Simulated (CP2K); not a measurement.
Consider ethylamine at its PBE geometry (Å).

```xyz
10

C     1.0539    0.4726   -0.0231
C    -0.0855   -0.5317   -0.1592
N    -1.3896    0.1483   -0.0528
H     2.0287   -0.0248   -0.1208
H     0.9803    1.2553   -0.7901
H     1.0296    0.9629    0.9624
H     0.0519   -1.3414    0.5844
H    -0.0419   -1.0062   -1.1519
H    -2.1522   -0.5293   -0.1127
H    -1.4752    0.5943    0.8639
```

Method: CP2K XAS_TDP, all-electron GAPW, PBEh(45%), aug-cc-pVDZ, TDA, no relativity.

Question: Where do the N K-edge lines lie, and how strong are they?

Leading lines: N3 397.36 eV. The leading line of an atom is its first one with 35 % of the strongest within 2.5 eV of its lowest line over the strength cut. 

The first six lines of each atom with a strength over 0.0015:

```tsv
atom	energy (eV)	states	strength, one atom
N3 (bonded to C and 2 H)	397.36	1	0.0097
	398.24	1	0.0221
	398.82	1	0.0025
	399.09	1	0.0018
	399.56	1	0.0045
	400.05	1	0.0050
```

Lines are vertical, at one geometry, with no vibrational structure. Without a correction of the core level, line positions, and the gaps between valence and Rydberg lines, follow the share of exact exchange. At this level such K lines come out 3 to 6 eV under measured ones. These values hold no scalar relativity, about 0.2 eV for N 1s. Rydberg lines, and the discretised continuum above threshold, depend on the basis and the box.

[Banner, clock and machine lines of the logs are left out without a mark of their own.]

[Logs are printed without paths, hosts, clocks, repeated set-up lines and the standing remarks that a program may print on its own settings, such as how far it seeks lower states.]

[Hosts, paths, dates, database ids (printed as entryN), source tags and the programs' standing remarks are cut or masked in the printed files.]
